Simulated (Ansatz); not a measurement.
# H2O on Al(110), hollow start, 2x2 cell: photoemission fingerprints, part 4 of 4

Wanted: core-level shifts and unfolded surface bands for H2O on Al(110), hollow start, 2x2 cell.

Ansatz 0.2.0; DFT, PBE, plane-wave PAW, default files, scalar-relativistic.

So far, work function, upper face (eV): step 2 (the clean face) 3.95; step 3 (relaxing the atoms) 3.46.

## 4. Bands by layer (continued)

Maxima picked by a test of local sharpness, so broad peaks and shoulders can be missing; peaks within 0.45 eV of a curve's cut are left out. Valence peaks, by row:

```csv
photon energy (eV),binding energy (eV),height (% of the maximum within 13 eV),main shell,its share (%)
21.2,8.4,100,O 2p,89.2
21.2,6.45,83.52,O 2p,92.49
21.2,0.7,12.83,Al 3p,39.52
150,23.5,133.8,O 2s,96.11
150,11.1,83.91,O 2p,96.89
150,8.4,100,O 2p,71.79
150,6.45,89.31,O 2p,69.6
150,2.15,44.15,Al 3p,63.91
150,0.75,43.21,Al 3p,59.12
1487,23.5,210.5,O 2s,99.23
1487,10.1,37.77,Al 3s,92.09
1487,8.4,84.82,Al 3s,63.01
1487,4.75,95.06,Al 3s,84.73
1487,3.2,98.72,Al 3s,80.22
1487,2.2,90.99,Al 3s,72.24
1487,0.7,100,Al 3s,76.38
8048,23.5,140.8,O 2s,99.35
8048,10.1,42.39,Al 3s,98.32
8048,8.4,75.12,Al 3s,84.76
8048,4.75,100,Al 3s,96.57
8048,3.2,99.96,Al 3s,95.06
8048,2.2,85.16,Al 3s,92.43
8048,0.7,98.16,Al 3s,93.38
```

The planar mean, electrostatic potential oscillates, so the rows of the table below give means over windows of 1 Å about each position, cut where the curve ends. Its maxima inside the range that stand out by 2 % of the span (Å: eV): 1.5: 3.97, 9.0: -4.18, 10.3: -4.21, 11.8: -4.29, 14.5: 1.81. Its minima: 8.2: -5.20, 9.7: -5.21, 11.1: -5.00, 12.6: -5.81, 15.1: 0.470.

From the Fermi level. Table of planar mean, electrostatic potential by z; means over each step:

```csv
z (Å),"planar mean, electrostatic potential (eV)"
0,3.72
1,3.89
2,3.97
3,3.97
4,3.96
5,3.87
6,2.89
7,-1.94
8,-4.66
9,-4.49
10,-4.69
11,-4.71
12,-4.84
13,-4.45
14,-0.413
15,1.08
16,2.94
17,3.40
18,3.42
19,3.42
20,3.42
21,3.42
22,3.52
```

The intensity has structure finer than the step of the table below, so its rows give means over 1 eV, whole bins alone (the curve runs from -25.4 to 1.38 eV). Peaks (eV: height): O K -11.1: 99.8, -8.4: 95.3, -6.4: 86.5; O K, E along x -11.1: 52.6, -8.4: 207; O K, E along y -11.1: 240, -8.3: 34.5; O K, E along z -6.4: 211; Al K-beta -2.2: 100.0.

Shapes are the site's partial DOS without matrix elements, which overweights lines from ligand s bands. Intensity against emission energy less the core level's binding energy, zero at the Fermi level; means over each step; 7 of 9 lines; values in % of the unpolarised maximum:

```csv
emission energy less the core level's binding energy (eV),O K,"O K, E along x","O K, E along y","O K, E along z",Al K-beta,"Al K-beta, E along x","Al K-beta, E along y"
-24,1.88,4.25,1.21,0.182,0.467,0.302,0.171
-23,2.00,4.51,1.29,0.196,0.497,0.323,0.187
-22,0.135,0.239,0.115,0.0502,0.183,0.162,0.158
-21,0.0797,0.101,0.0870,0.0514,0.173,0.165,0.175
-20,0.0822,0.0900,0.0982,0.0585,0.191,0.185,0.199
-19,0.0950,0.0967,0.120,0.0682,0.217,0.212,0.230
-18,0.116,0.113,0.154,0.0810,0.253,0.248,0.269
-17,0.149,0.140,0.208,0.0980,0.300,0.295,0.320
-16,0.201,0.184,0.299,0.122,0.363,0.358,0.390
-15,0.295,0.257,0.471,0.156,0.453,0.448,0.488
-14,0.494,0.402,0.870,0.210,0.589,0.584,0.636
-13,1.15,0.819,2.33,0.319,0.822,0.814,0.890
-12,18.1,9.78,43.0,1.56,1.39,1.35,1.54
-11,76.3,40.5,183,5.79,4.34,4.08,4.60
-10,10.7,9.31,19.8,3.11,14.2,15.1,15.8
-9,43.6,91.2,15.4,24.0,27.2,27.5,28.8
-8,65.8,141,25.3,31.4,39.0,38.7,41.3
-7,51.5,31.2,16.0,107,45.0,47.8,50.7
-6,62.4,15.9,14.3,157,53.7,53.1,59.2
-5,18.2,3.62,3.23,47.7,60.9,59.7,71.6
-4,6.09,1.86,1.38,15.0,66.1,66.2,81.9
-3,4.26,1.86,1.41,9.52,86.6,81.8,93.3
-2,3.39,2.08,1.44,6.66,96.9,89.3,95.7
-1,2.24,1.51,1.10,4.08,86.2,81.7,75.3
0,1.16,0.803,0.589,1.96,45.6,41.9,38.1
```

Sums over each group's atoms; left-over states aren't shared out by site. Site centres, by row:

```csv
group,element,shell,occupied states,centre of occupied part (eV),centre up to the window's top (eV)
adsorbate,H,1s,1.182,-14.9,-8.082
adsorbate,O,2s,1.646,-21.18,-19.02
adsorbate,O,2p,4.955,-8.326,-7.898
layer 1,Al,3s,4.289,-4.523,-2.707
layer 1,Al,3p,7.569,-3.511,-0.9834
layer 2,Al,3s,3.7,-4.94,-2.44
layer 2,Al,3p,8.245,-4.217,-2.002
layer 3,Al,3s,3.618,-4.988,-2.387
layer 3,Al,3p,8.153,-4.365,-2.101
other layers,Al,3s,8.311,-4.509,-2.547
other layers,Al,3p,15.35,-3.717,-1.22
```

Shapes are the site's partial DOS without matrix elements, which overweights lines from ligand s bands. Emission peaks, by row:

```csv
line,energy (eV),height (%)
O K,-11.1,100
O K,-8.4,95.74
O K,-6.45,86.61
"O K, E along x",-11.1,52.69
"O K, E along x",-8.4,208.5
"O K, E along x",-6.65,29.04
"O K, E along y",-11.1,240.1
"O K, E along y",-8.35,34.61
"O K, E along y",-6.5,22.48
"O K, E along z",-8.45,44.78
"O K, E along z",-6.4,211
Al K-beta,-2.2,100
"Al K-beta, E along x",-2.3,91.18
"Al K-beta, E along y",-2.25,101.4
"Al K-beta, E along z",-8.15,37.98
"Al K-beta, E along z",-5.45,53.8
"Al K-beta, E along z",-2.1,108
"Al K-beta, E along z",-0.9,103.1
"Al L2,3",-10.05,42.01
"Al L2,3",-8.4,65.62
"Al L2,3",-4.75,100
"Al L2,3",-3.2,97.13
"Al L2,3",-0.75,93.62
```

Broadened DOS, unweighted empty DOS against E, zero at the Fermi level; read off at these points:

E (eV), broadened DOS, unweighted empty DOS (states/eV/cell) and a bar:
```
    -0.93        0.0 
    -0.72        0.0 
    -0.53        0.2 
    -0.33        1.1 ##
    -0.12        3.1 #######
    -0.03        4.6 ##########
     0.07        6.1 #############
     0.28        8.5 ##################
     0.47        9.9 #####################
     0.68       10.7 #######################
     0.88       11.0 #######################
     1.07       10.9 #######################
     1.18       10.9 #######################
     1.38       11.0 #######################
     1.57       11.3 ########################
     1.77       11.5 #########################
     1.98       11.4 ########################
     2.17       10.9 #######################
     2.38       10.5 ######################
     2.58       10.8 #######################
     2.77       11.9 #########################
     2.98       13.3 ############################
     3.17       14.1 ##############################
```

The spectra weight each projected shell by its atomic cross section (Dirac–Hartree–Slater) and angular factor, for unpolarised light with the analyser at 60° from the beam. Broadening, on top of any smearing of the DOS itself: a Gaussian of 0.6 eV and a Lorentzian of 0.05 eV plus 0 times the binding energy (full widths), Fermi edge at 300 K. Each atom is damped by exp[−depth/(λ cos θ)], θ = 0° from the normal, λ from the universal curve. Curves are cut 10 eV under the photon energy, above any shell that the free atom's threshold puts out of reach, or at the lower edge of the window: 11.2 eV at 21.2 eV, 25.4 eV at 150 eV, 25.4 eV at 1486.7 eV and 25.4 eV at 8047.8 eV. Dipole terms alone, which is rough above 3 keV; no background, satellites or final-state effects.

Share of each shell in the spectrum's area (%), by photon energy:

```csv
shell,21.2 eV,150 eV,1486.7 eV,8047.8 eV
H 1s,6.9,0.5,0.0,0.0
O 2s,0.0,18.0,18.1,13.0
O 2p,71.5,34.8,3.3,0.4
Al 3s,12.1,20.6,64.7,83.0
Al 3p,9.5,26.1,13.8,3.5
```

Regions along c: top from 12.5 to 19.2 Å, middle from 9.9 to 12.5 Å, bottom from 3.5 to 9.9 Å.

States with weight above 0.08 nearest the zero at X of the zone, within the window kept, -8.0 to 3.9 eV (levels that the program groups as degenerate share a row):

```csv
E (eV),"weight, total","weight, top","weight, middle","weight, bottom"
-3.48,0.93,0.26,0.28,0.40
-2.00,0.91,0.28,0.19,0.44
-0.09,0.96,0.28,0.21,0.47
0.55,0.36,0.12,0.09,0.16
1.00,0.52,0.15,0.13,0.24
2.70,0.74,0.32,0.12,0.30
2.99,0.11,0.04,0.02,0.05
3.23,0.15,0.06,0.03,0.07
3.63,0.27,0.11,0.04,0.12
3.77,0.32,0.15,0.04,0.12
```

States with weight above 0.08 nearest the zero at Γ of the zone, within the window kept, -8.0 to 3.9 eV (levels that the program groups as degenerate share a row):

```csv
E (eV),"weight, total","weight, top","weight, middle","weight, bottom"
-2.40,0.96,0.08,0.53,0.35
-1.02,0.98,0.13,0.47,0.38
-0.85,0.97,0.22,0.29,0.46
-0.78,0.86,0.23,0.23,0.40
-0.77,0.08,0.02,0.02,0.04
0.73,0.98,0.21,0.27,0.49
1.61,0.81,0.36,0.11,0.33
1.71,0.91,0.26,0.26,0.39
2.09,0.13,0.09,0.01,0.03
2.70,0.22,0.06,0.03,0.11
```

States with weight above 0.08 nearest the zero at Y of the zone, within the window kept, -8.0 to 3.9 eV (levels that the program groups as degenerate share a row):

```csv
E (eV),"weight, total","weight, top","weight, middle","weight, bottom"
-2.24,0.99,0.29,0.26,0.43
-1.48,0.91,0.26,0.23,0.42
0.36,0.22,0.09,0.03,0.11
0.55,0.50,0.18,0.08,0.24
1.00,0.17,0.06,0.03,0.08
1.32,0.99,0.26,0.24,0.49
1.68,0.93,0.10,0.50,0.33
1.81,1.00,0.08,0.56,0.36
2.09,0.10,0.03,0.02,0.05
2.99,0.24,0.07,0.06,0.11
```

States with weight above 0.08 nearest the zero at S of the zone, within the window kept, -8.0 to 3.9 eV (levels that the program groups as degenerate share a row):

```csv
E (eV),"weight, total","weight, top","weight, middle","weight, bottom"
-2.47,0.96,0.17,0.30,0.49
-1.36,0.99,0.25,0.26,0.48
-0.78,0.10,0.04,0.03,0.04
-0.77,0.91,0.27,0.25,0.39
0.36,0.76,0.25,0.15,0.35
0.55,0.12,0.03,0.03,0.07
0.68,0.98,0.28,0.27,0.43
0.84,0.89,0.24,0.27,0.37
1.00,0.26,0.04,0.06,0.16
2.09,0.73,0.29,0.12,0.32
```

The largest force component on a free atom is 0.090 eV/Å, so the geometry isn't quite at rest for these settings. The work function differs by 0.04 eV from that of the relaxation's coarser mesh, a measure of the mesh error. At the Fermi level the DOS is 9.88 states/eV a cell, and on the broadened curves Al 3p holds 60 % of the total there.

## 5. Core holes

XPS shifts tell sites apart. Each chosen atom gets a core hole in a self-consistent pass of its own.

The input, input.yaml:

```yaml
crystal:
  lattice:
    - [8.08, 0.0, 0.0]
    - [0.0, 5.713422792, 0.0]
    - [0.0, 0.0, 22.413422792]
  atoms:
    - { symbol: H, position: [0.3556476824, 0.1749910627, 0.6800222289] }
    - { symbol: H, position: [0.2743403686, -0.0700694784, 0.6696619977] }
    - { symbol: O_h, position: [0.3828506525, 0.0084727227, 0.6744095297] }
    - { symbol: Al, position: [-0.0014802754, -0.0001614003, 0.587186307] }
    - { symbol: Al_h, position: [0.4906201608, -0.0026242178, 0.5890114342] }
    - { symbol: Al_h, position: [0.0027382603, 0.4995260319, 0.5861407711] }
    - { symbol: Al, position: [0.4957805192, 0.5006010776, 0.584893265] }
    - { symbol: Al, position: [0.2492439723, 0.2497422576, 0.5255667997] }
    - { symbol: Al, position: [0.7469071383, 0.2467955797, 0.5286602478] }
    - { symbol: Al, position: [0.2490501058, 0.7511881753, 0.525773873] }
    - { symbol: Al, position: [0.7476326555, 0.751110035, 0.5286001064] }
    - { symbol: Al_h, position: [0.0, 0.0, 0.462076297] }
    - { symbol: Al, position: [0.5, 0.0, 0.462076297] }
    - { symbol: Al, position: [0.0, 0.5, 0.462076297] }
    - { symbol: Al, position: [0.5, 0.5, 0.462076297] }
    - { symbol: Al, position: [0.25, 0.25, 0.398348605] }
    - { symbol: Al, position: [0.75, 0.25, 0.398348605] }
    - { symbol: Al, position: [0.25, 0.75, 0.398348605] }
    - { symbol: Al, position: [0.75, 0.75, 0.398348605] }
    - { symbol: Al, position: [0.0, 0.0, 0.334620913] }
    - { symbol: Al, position: [0.5, 0.0, 0.334620913] }
    - { symbol: Al, position: [0.0, 0.5, 0.334620913] }
    - { symbol: Al, position: [0.5, 0.5, 0.334620913] }
kpoints:
  mp_grid: { grid: [6, 8, 1] }
scf:
  occupations: { method: fermi_dirac, width: 0.05 }
  n_extra_bands: 17
hamiltonian:
  xc: pbe
  pseudopotentials: { kind: paw }
output:
  forces: true
  write_potential: true
  volumetric_format: []
  core_levels:
    shells: { O_h: "1s", Al_h: "2p" }
    counted_from: fermi_level
    add_spin: false
efield:
  axis: 3
  dipole_correction: true
```

Command:

```console
> ansatz run input.yaml --threads 4 --pin off --max-ram 12288MiB --backend cpu --events-out ev --progress --plain --runs-dir out
```

Numbers of over 12 decimals in the logs are rounded to 6 here.

Log:

```text
[...]
Crystal: 23 atoms, lattice volume = 1034.703 Å³
Basis set: ecut = 420 eV, 20287 PW (Γ), exchange–correlation on 120×80×300 points (8 copies of the dense FFT grid, shifted against one another)
Bands: 51, of which v1, the nominal top of the filled ones, is band 34 counted from 1 (33 counted from 0)
Symmetry: 1 space group operations
[...]
k-points: 26 of 48 (time reversal used)
[...]
SCF iter   1: F=—  HF=-11344.024452 eV  |F-HF|=—  |Δ(HF+E_count)|=         —  Δρ=1.50e-3  dr2=5.65e-2  ethr=1.77e-3  p=0.095 e·Å  D=1.66e-2 V/Å  ΔV_dip=-0.37 eV  dr2_dipole=2.24e-6  V_vac-E_F(+/−)=3.61/3.98 eV  ⟨swp⟩=9.8  Hψ=8306  notcnv=0  defer=20
[...]
SCF iter   7: F=-11344.021926 eV  HF=-11344.021926 eV  |F-HF|=7.22e-8  |Δ(HF+E_count)|=   7.46e-7  Δρ=1.74e-6  dr2=6.14e-8  ethr=1.47e-10  p=0.140 e·Å  D=2.45e-2 V/Å  ΔV_dip=-0.55 eV  dr2_dipole=1.56e-9  V_vac-E_F(+/−)=3.42/3.97 eV  ⟨swp⟩=30.8  Hψ=13439  notcnv=0
SCF 1 converged in 7 iterations: F = -11344.021926 eV  dr2 = 6.14e-8
[...]
── core hole 1/4: 1s of O_h 2 ──
── 1s of O_h 2: 533.086 eV over the cell without the hole, in 11 iterations ──
── core hole 2/4: 2p of Al_h 4 ──
── 2p of Al_h 4: 73.376 eV over the cell without the hole, in 9 iterations ──
── core hole 3/4: 2p of Al_h 5 ──
── 2p of Al_h 5: 72.885 eV over the cell without the hole, in 9 iterations ──
── core hole 4/4: 2p of Al_h 11 ──
── 2p of Al_h 11: 72.943 eV over the cell without the hole, in 9 iterations ──
SCF converged after 7 iterations
Free energy (F): -11344.021926 eV
[...]
Internal energy: -11343.938617 eV  (E = F + TS)
E sigma→0 (E₀):  -11343.980271 eV
Entropy (-TS):   -0.083310 eV (-3.622 meV/atom)
Fermi energy:    0.244608 eV
Dipole field:    D = 0.024495 V/Å  (p = 0.140066 e·Å, saw-weighted, corrected)
Work function:   Φ+ = 3.4182 eV   Φ− = 3.9672 eV
[...]
--- Forces (eV/Å), atoms counted from 1 ---
  atom   1  H        0.00338528    -0.01305410    -0.00237120
  atom   2  H        0.02392584     0.00864564     0.00423260
  atom   3  O_h     -0.02570114     0.00159102    -0.00846625
  atom   4  Al       0.00260051     0.00053300    -0.08990397
  atom   5  Al_h    -0.00637051    -0.00063792    -0.07082729
  atom   6  Al_h    -0.00113210    -0.00192732    -0.06156235
  atom   7  Al       0.01681545     0.00015076    -0.07823626
  atom   8  Al      -0.00372979     0.00075228    -0.01794627
  atom   9  Al       0.00273747     0.01032149    -0.03098074
  atom  10  Al      -0.00230021    -0.00105347    -0.01733856
  atom  11  Al       0.00269583    -0.00550304    -0.02625325
  atom  12  Al_h    -0.06841636     0.00633053    -0.07104423
  atom  13  Al       0.04712296     0.00108220    -0.11538251
  atom  14  Al      -0.08550195    -0.00733984    -0.10979259
  atom  15  Al       0.02250819     0.00162068    -0.13742997
  atom  16  Al      -0.02011449     0.00007937    -0.09529146
  atom  17  Al       0.05087455     0.00578355    -0.04209750
  atom  18  Al      -0.01779232     0.00170948    -0.09599016
  atom  19  Al       0.04777317    -0.01213050    -0.04275086
  atom  20  Al      -0.00160257     0.00879945     0.27412553
  atom  21  Al       0.01063947    -0.00301976     0.27674138
  atom  22  Al       0.01982915    -0.00858695     0.22365626
  atom  23  Al      -0.01818860     0.00586231     0.33497109
  max |Σ_I F_I| component: 6.15e-5 eV/Å
--- Band table (eV; the first three rows and the last of 26) ---
  k-point 0: bands = [... 30 lower, -0.7800, -0.6056, -0.5342, -0.5221, 0.1546, 0.6087, 0.7951, 0.9218, ... 13 higher]
  k-point 1: bands = [... 30 lower, -0.5456, -0.5198, -0.4079, -0.3852, 0.0336, 0.1525, 0.2589, 1.0114, ... 13 higher]
  k-point 2: bands = [... 30 lower, -0.5146, -0.3426, -0.2511, -0.1760, 0.1737, 0.4187, 0.6849, 0.7494, ... 13 higher]
  k-point 25: bands = [... 30 lower, -0.3283, -0.1987, 0.0947, 0.1059, 0.1648, 0.1779, 1.3363, 1.3570, ... 13 higher]
--- Core levels from the Fermi level (as output.core_levels.counted_from types it; a hole's nearest image at 5.7 Å) ---
  the holes have no spin, as output.core_levels.add_spin types it
  atom         alike  shell      binding/eV   shift/eV difference/eV images/eV   SCF
  O_h 2            1     1s         533.086     +0.000       533.086         –    11
  Al_h 4           1     2p          73.376     +0.000        73.376         –     9
  Al_h 5           1     2p          72.885     -0.491        72.885         –     9
  Al_h 11          1     2p          72.943     -0.434        72.943         –     9
  the dataset of O_h with a 1s hole: scattering error 0.001 eV (0.001 eV in the local channel); free atom: scalar-relativistic, large and small components
  the dataset of Al_h with a 2p hole: scattering error 0.001 eV (0.004 eV in the local channel); free atom: scalar-relativistic, large and small components
  the two lines of Al_h's 2p: 2p1/2 +0.276 eV and 2p3/2 -0.138 eV off its levels, 1 : 2 in strength
```

It took 5.5 min on 4 threads of Arm Neoverse V1, shared host; peak memory 2.3 GiB; 22 min of CPU time.

Levels are total-energy differences with one electron taken from the core. The electron goes to the Fermi level, so the difference is a binding energy from E_F. The hole's nearest image is 5.7 Å away, and the holes carry no spin, so absolute levels are rough.

```csv
atom,region,shell,level (eV),shift (eV),"potential at nucleus, shift (V)",j lines (eV),doubts
O3,adsorbate,1s,533.09,-,+0.00,-,-
Al5,layer 1,2p,73.38,+0.43,+0.64,73.65 / 73.24,-
Al6,layer 1,2p,72.88,-0.06,+0.04,73.16 / 72.75,-
Al12,layer 3,2p,72.94,+0.00,+0.00,73.22 / 72.80,-
```

Levels of p, d and f shells are means over their two j lines, weighted by degeneracy; the splitting comes from the atom's own solve. Shifts count from the last listed atom of each element. A higher potential at the nucleus binds core electrons more tightly, so that column is a rough initial-state shift.

The Al 2p lines of the listed atoms alone (other atoms of the cell aren't counted), as Gaussians 0.5 eV wide, no depth weighting. Table of intensity by Al 2p level; read off at these points:

```csv
Al 2p level (eV),intensity (%)
71.80,0.00264
72.00,0.120
72.20,2.28
72.40,18.1
72.60,61.3
72.80,96.3
73.00,99.5
73.11,100.0
73.20,97.5
73.40,69.2
73.60,37.2
73.80,18.6
74.00,5.65
74.20,0.766
74.40,0.0432
74.60,0.00101
```

## 6. Summary of results

| Property | Result |
| --- | --- |
| work function | 3.42 eV (other face 3.97 eV) |
| change from the clean face | -0.53 eV |
| Al core shifts among the listed atoms, from the last listed one | -0.06 to +0.43 eV |

In words: The Fermi level of H2O on Al(110), hollow start, 2x2 cell lies 3.42 eV (other face 3.97 eV) below the vacuum, a change of -0.53 eV from the clean face. Only the strongest levels a point were stored, too few to count surface states. The group slid 1.7 Å sideways from its starting site. After relaxation O3 stands 1.96 Å above the top layer, bonded to 1 Al atom at 2.10 Å. The bare lower face differs from the lower face of the clean 1×1 slab by 0.03 eV, a measure of the error from mesh and slab. Core shifts: Al -0.06 to +0.43 eV. Among the sites run, the most bound Al 2p level is that of Al5 (layer 1), bonded to 7 Al and 1 O; the least bound, 0.49 eV shallower, that of Al6 (layer 1), bonded to 7 Al. At 21.2 eV the valence spectrum has its highest listed peaks within 10.8 eV at 6.5 eV (O 2p) and 8.4 eV (O 2p). At 1486.7 eV the valence spectrum has its highest listed peaks within 13 eV at 0.7 eV (Al 3s), 2.2 eV (Al 3s), 3.2 eV (Al 3s), 4.8 eV (Al 3s) and 8.4 eV (Al 3s), and the deeper O 2s line at 23.5 eV is higher still. The shell named is the one with most of the intensity, cross sections included, not always the one with most states there. In the main run, from 1486.7 eV towards hard X-rays the Al 3s share grows by 18 points, as its cross section falls more slowly with photon energy than those of the shells it gains on. The slab's own atoms span 5.7 Å, so bulk bands appear as a few quantum-well levels, and states of the two faces can mix.

[Logs are printed without paths, hosts, clocks, repeated set-up lines and the standing remarks that a program may print on its own settings, such as how far it seeks lower states.]

[Hosts, paths, dates, database ids (printed as entryN), source tags and the programs' standing remarks are cut or masked in the printed files.]

[Maps of the electrostatic potential energy from Ansatz leave out the sawtooth potential of an applied field or a dipole correction, so their vacuum need not be flat; work functions include it.]
